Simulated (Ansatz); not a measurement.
# NaMgI3 (built on the sites of a database entry of CsMgF3): a soft mode frozen in, part 3 of 3

Wanted: the energy along a soft mode of NaMgI3 (built on the sites of a database entry of CsMgF3) and the structure at the end.

Ansatz 0.2.0; DFT r2SCAN, scalar-relativistic, plane waves, PAW.

So far. Step 5 (Energy along the mode, all amplitudes (two of the runs …): The lowest of the steps tried is the last one, at 0.6 Å, 16.4 meV/atom below the parent; the bottom of the well need not coincide with a step. Step 7 (The new phase in its own primitive cell): The largest force component left is 0.37 meV/Å and the pressure is 0.002 GPa, within the tolerances set. The cell now holds 40.04 Å³/atom. The relaxed cell has a, b, c = 5.729, 8.247, 8.475 Å (conventional setting).

The structure was built from a prototype and need not be the compound's stable phase.

## 8. Modes of the new phase

A relaxed structure may still be a saddle point, so its zone-centre modes are computed. The response to a homogeneous field gives the Born charges and the dielectric tensor.

input.yaml

```yaml
crystal:
  lattice:
    - [5.7287474362, 0.0, 0.0]
    - [0.0, 4.1233865883, 4.2377216102]
    - [0.0, -4.1233865883, 4.2377216102]
  atoms:
    - { symbol: Na, position: [0.0, 0.8674191345, 0.8674191345] }
    - { symbol: Mg, position: [0.5, 0.5032849904, 0.5032849904] }
    - { symbol: I, position: [0.0, 0.5036697741, 0.5036697741] }
    - { symbol: I, position: [0.5, 0.0157231836, 0.548087301] }
    - { symbol: I, position: [0.5, 0.548087301, 0.0157231836] }
kpoints:
  mp_grid: { grid: [4, 4, 4] }
hamiltonian:
  xc: r2scan
scf:
  occupations: { method: fixed }
output:
  eigenvalues: true
phonons:
  method: dfpt
  dielectric: true
  rigid_motions: translations
```

Launch:

```console
$ ansatz run input.yaml --threads 8 --pin off --max-ram 14336MiB --backend cpu --events-out ev --progress --plain --runs-dir out
```

Numbers of over 12 decimals in the logs are rounded to 6 here.

Output:

```text
[...]
Crystal: 5 atoms, lattice volume = 200.206 Å³
Basis set: ecut = 500 eV, 5069 PW (Γ), exchange–correlation on 360×360×360 points (512 copies of the dense FFT grid, shifted against one another)
Bands: 42, of which v1, the nominal top of the filled ones, is band 35 counted from 1 (34 counted from 0)
Symmetry: 4 space group operations
k-points: 36 of 64 (irreducible under 1 space group operation, time reversal used)
[...]
SCF iter   1: F=—  HF=-26004.810837 eV  |F-HF|=—  |Δ(HF+E_count)|=         —  Δρ=4.36e-3  dr2=2.91e-2  dr2_τ=2.33e-3  ethr=1.77e-3  ⟨swp⟩=5.9  Hψ=5157  notcnv=0  defer=171
[...]
SCF iter  10: F=-26004.837923 eV  HF=-26004.837923 eV  |F-HF|=4.00e-11  |Δ(HF+E_count)|=  5.86e-10  Δρ=6.88e-8  dr2=1.66e-11  dr2_τ=2.36e-13  ethr=1.00e-12  ⟨swp⟩=19.3  Hψ=10957  notcnv=0
SCF 1 converged in 10 iterations: F = -26004.837923 eV  dr2 = 1.66e-11
[...]
NSCF: frozen V_eff on 2 k-points
[...]
── the response to a field inside a basis, on 4×4×4 k-points: an SCF that follows is theirs, and a resumed run solves both again ──
Bands: 36, of which v1, the nominal top of the filled ones, is band 35 counted from 1 (34 counted from 0)
k-points: 12 of 64 (time reversal used)
[...]
Eigensolver: Dense (12 Hₖ)
SCF iter   1: F=—  HF=-26004.742145 eV  |F-HF|=—  |Δ(HF+E_count)|=         —  Δρ=2.20e-4  dr2=2.43e-5  dr2_τ=2.10e-5  ethr=1.00e-1
[...]
SCF iter   4: F=-26004.742235 eV  HF=-26004.742235 eV  |F-HF|=2.33e-8  |Δ(HF+E_count)|=   6.30e-7  Δρ=3.19e-6  dr2=3.89e-8  dr2_τ=7.13e-10  ethr=1.09e-9
SCF 1 converged in 4 iterations: F = -26004.742235 eV  dr2 = 3.89e-8
[...]
WARN: field response: ε∞ stands inside a basis, on 4×4×4 points; the force constants stand on the 4×4×4 k-mesh, whose period is 12.35 times the interband length at k = (0.0000, 0.0000, 0.0000), direct gap 2.261 eV, under 14: take them and everything formed from them as unconverged, and compare with a denser kpoints.mp_grid
SCF converged after 10 iterations
Free energy (F): -26004.837923 eV
[...]
Internal energy: -26004.837923 eV  (E = F + TS)
E sigma→0 (E₀):  -26004.837923 eV
Fermi energy:    2.928422 eV
[...]
--- Band table (eV; the first three rows and the last of 36) ---
  k-point 0: bands = [... 31 lower, 2.1087, 2.2254, 2.2488, 2.4920, 4.7529, 6.5316, 8.7507, 8.8930, ... 3 higher]
  k-point 1: bands = [... 31 lower, 1.8078, 2.0737, 2.1882, 2.2691, 5.5484, 7.1326, 8.8620, 8.9590, ... 3 higher]
  k-point 2: bands = [... 31 lower, 1.5563, 1.9901, 2.1853, 2.2047, 6.7142, 7.7703, 8.2695, 9.1429, ... 3 higher]
  k-point 35: bands = [... 31 lower, 1.8796, 2.6811, 2.8658, 2.9284, 6.8764, 7.8593, 7.9450, 8.1250, ... 3 higher]
[...]
k mesh reduced under 1 symmetry operation, with k and −k counted as one. Each operation leaves every solved perturbation unchanged. A smaller set is not considered because the functional reads the kinetic-energy density
  ASR residual: 1.534e-4 → 0.000e0 eV/Å²; symmetrization residual: 1.962e-5 eV/Å²
  ASR residual per site (eV/Å²): 1.53e-4 1.00e-4 5.92e-5 6.84e-5 6.84e-5
[...]
ε∞ (high-frequency dielectric tensor):
        3.412506     0.000000     0.000000
        0.000000     3.453213     0.000000
        0.000000     0.000000     3.342018
  softest optical mode at Γ: -32.13 cm⁻¹; the repairs (sum rule, projections) moved no ω² at Γ by more than (2.31 cm⁻¹)²
  Born effective charges Z* (e; rows j = field, columns β = displacement):
    site 0:
         1.41215    0.00000    0.00000
         0.00000    1.23353    0.00000
         0.00000    0.00000    1.07044
    site 1:
         2.67607    0.00000    0.00000
         0.00000    2.64112    0.00000
         0.00000    0.00000    2.64888
    site 2:
        -2.31765    0.00000    0.00000
         0.00000   -0.67685    0.00000
         0.00000    0.00000   -0.76725
    site 3:
        -0.88528    0.00000    0.00000
         0.00000   -1.59890   -0.84832
         0.00000   -0.81143   -1.47604
    site 4:
        -0.88528    0.00000    0.00000
         0.00000   -1.59890    0.84832
         0.00000    0.81143   -1.47604
  Z* charge neutrality: 1.415e-2 e pre-enforcement
  solved inside a basis spanned on kpoints, on 4×4×4 k-points, its susceptibility summed on 8×8×8: ε∞ is read to err by 1.0e-2, Z* by 2.5e-2 e (field_mesh: kpoints solves on kpoints); Z* is corrected for what the basis lacks
  optical modes at Γ without the LO–TO term, one row a degenerate level:
      ω (cm⁻¹)  modes    IR ((D/Å)²/amu)
        -32.13      1             2.2296
         16.50      1             2.3483
         31.26      1             0.3080
         35.09      1             0.0000
         41.28      1             0.0312
         53.86      1             0.6330
         58.42      1             2.3721
         69.88      1             0.5279
        123.00      1             6.5193
        124.00      1             6.2521
        135.87      1             0.0261
        186.70      1             7.1841
  optical modes at Γ + LO–TO along q̂ = [1.0000, 0.0000, 0.0000]:
      ω (cm⁻¹)  modes    IR ((D/Å)²/amu)
        -32.13      1             2.2296
         31.26      1             0.3080
         35.09      1             0.0000
         41.28      1             0.0312
         53.86      1             0.6330
         55.44      1             0.2194
         58.42      1             2.3721
         84.36      1             0.6212
        123.00      1             6.5193
        124.00      1             6.2521
[...]
optical modes at Γ + LO–TO along q̂ = [0.0000, 1.0000, 0.0000]:
      ω (cm⁻¹)  modes    IR ((D/Å)²/amu)
[...]
optical modes at Γ + LO–TO along q̂ = [0.0000, 0.0000, 1.0000]:
      ω (cm⁻¹)  modes    IR ((D/Å)²/amu)
        -32.13      1             2.2296
         16.50      1             2.3483
         31.26      1             0.3080
         35.09      1             0.0000
         41.45      1             0.0006
         53.86      1             0.6330
         69.88      1             0.5279
         75.98      1             0.1960
        124.00      1             6.2521
        135.82      1             0.0008
        186.70      1             7.1841
        203.21      1             8.7513
```

Run time: 6.8 min. Hardware: 8 threads of Arm Neoverse V2, shared host; peak memory 11 GiB; 52 min of CPU time.

Numbers from this step:

```yaml
sum_rule_residual_before_enforcement: 1.53e-4 eV/Å²
miss_of_the_charge_sum_rule: 0.01415 e
estimated_error_of_the_dielectric_tensor: 0.01022
estimated_error_of_the_born_charges: 0.02464 e
point_group: mm2
highest_optical_mode_at_the_zone_centre_no_lo_to_term: 186.7 cm⁻¹
lowest_optical_zone_centre_mode: -32.13 cm⁻¹
mean_high_frequency_dielectric_constant: 3.403
largest_born_charge_third_of_the_trace: 2.655 e
top_of_the_zone_centre_spectrum_with_the_field: 247.4 cm⁻¹
```

Without the LO-TO term. Patterns of degenerate modes are one choice out of their space. Modes at Γ, with each element's share of the kinetic energy (negative means imaginary):

```csv
mode,frequency (cm⁻¹),symmetry,Na %,Mg %,I %
1,-32.1,B2,68,2,30
2,0.0,acoustic,5,6,89
3,0.0,acoustic,5,6,89
4,0.0,acoustic,5,6,89
5,16.5,B1,94,0,5
6,31.3,B2,20,0,80
7,35.1,A2,0,0,100
8,41.3,A1,6,4,89
9,53.9,B2,7,34,59
10,58.4,A1,0,47,53
11,69.9,B1,0,19,81
12,123.0,A1,25,32,43
13,124.0,B2,0,58,42
14,135.9,A1,63,11,25
15,186.7,B1,0,76,24
```

Displacements in mode 1 (-32.1 cm⁻¹), the largest set to 1:
```
Na1  0.00  1.00  0.00
Mg2  0.00  0.17  0.00
I3   0.00 -0.28  0.00
I4   0.00  0.03 -0.03
I5   0.00  0.03  0.03
```

Displacements in mode 8 (41.3 cm⁻¹), the largest set to 1:
```
Na1  0.00  0.00  0.81
Mg2  0.00  0.00 -0.66
I3   0.00  0.00  1.00
I4   0.00  0.26 -0.51
I5   0.00 -0.26 -0.51
```

Optical modes at the zone centre, without and with the macroscopic field of the longitudinal modes; each column is sorted by frequency, so a row need not hold one and the same mode. Modes with and without the field, by row:

```csv
rank among optical modes,no field (cm⁻¹),"q along (1, 0, 0) (cm⁻¹)","q along (0, 1, 0) (cm⁻¹)","q along (0, 0, 1) (cm⁻¹)"
1,-32.1,-32.1,16.5,-32.1
2,16.5,31.3,20.3,16.5
3,31.3,35.1,35.1,31.3
4,35.1,41.3,40.6,35.1
5,41.3,53.9,41.3,41.5
6,53.9,55.4,58.4,53.9
7,58.4,58.4,66.8,69.9
8,69.9,84.4,69.9,76
9,123,123,123,124
10,124,124,135.9,135.8
11,135.9,135.9,186.7,186.7
12,186.7,247.4,201.9,203.2
```

Born charge (rows field, columns displacement) (e), principal values of the symmetric part by kind of site:

```csv
atom,atoms with these values,low,middle,high,mean
Na1,1,1.07,1.23,1.41,1.24
Mg2,1,2.64,2.65,2.68,2.66
I3,1,-2.32,-0.77,-0.68,-1.25
I4,2,-2.37,-0.89,-0.71,-1.32
```

In full for I3:

```
-2.32  0.00  0.00
 0.00 -0.68  0.00
 0.00  0.00 -0.77
```

High-frequency dielectric tensor:

```
3.41 0.00 0.00
0.00 3.45 0.00
0.00 0.00 3.34
```

Transverse modes; imaginary modes are left out. Lines of the infrared spectrum (strongest = 100):

```csv
position (cm⁻¹),relative intensity
16,33
31,4.3
35,0.0
41,0.4
54,8.8
58,33
70,7.3
123,91
124,87
136,0.4
187,100
```

Before it was imposed, the acoustic sum rule was missed by 1.5e-4 eV/Å² and the charge sum rule by 0.014 e. Small misses are needed for a sound result but don't prove that mesh and cutoff are converged. The lowest optical mode is imaginary, 32.1i cm⁻¹, so the energy falls along it.

The log warns of the k mesh: “the force constants stand on the 4×4×4 k-mesh, whose period is 12.35 times the interband length at k = (0.0000, 0.0000, 0.0000), direct gap 2.261 eV, under 14: take them and everything formed from them as unconverged”.

## 9. What came out

```json
{"unstable mode of the parent": "q = (0, 0, 0), 76i cm⁻¹", "depth at the lowest point sampled": "16.4 meV/atom", "largest atomic shift at that point": "0.6 Å", "space group reached (within 0.01 Å)": "Amm2", "energy gained over the parent (first relaxation, on the mesh of the frozen mode)": "37.2 meV/atom", "volume per atom, phase reached": "40.0 Å³", "gap on the k-mesh, phase reached": "1.82 eV", "lowest optical zone-centre mode, phase reached": "-32.1 cm⁻¹", "highest optical mode at the zone centre (no LO-TO term), phase reached": "187 cm⁻¹"}
```

What this shows: Along this mode the structure falls into Amm2, 37.2 meV/atom below the parent. At the parent's cell the well is 16.37 meV/atom deep on the steps tried, with its lowest point at a shift of 0.6 Å. That is the last step tried, so the steps alone don't bracket the bottom of the well. Relaxing atoms and cell changes the gain by +20.85 meV/atom against the lowest step (energies at zero smearing). The new phase still has an imaginary mode at the zone centre of its cell, so it is a saddle point on the way to a lower structure. Of the 6 patterns followed to their end from this parent, this one ends 91.1 meV/atom above the lowest, Imma. Another end point lies within 1 meV/atom; how such a difference moves with mesh and cutoff was not tested. Each path keeps the symmetry of its pattern, so a lower phase may lie along a pattern not tried. With the field response the log warns that the k mesh is coarse for the force constants too, so the frequencies may not be converged. Spin-orbit coupling is left out, which can matter for the heavy elements here. The starting cell was built on a prototype and not taken from a measurement, so the phase need not exist.

[Logs are printed without paths, hosts, clocks, repeated set-up lines and the standing remarks that a program may print on its own settings, such as how far it seeks lower states.]

[Hosts, paths, dates, database ids (printed as entryN), source tags and the programs' standing remarks are cut or masked in the printed files.]
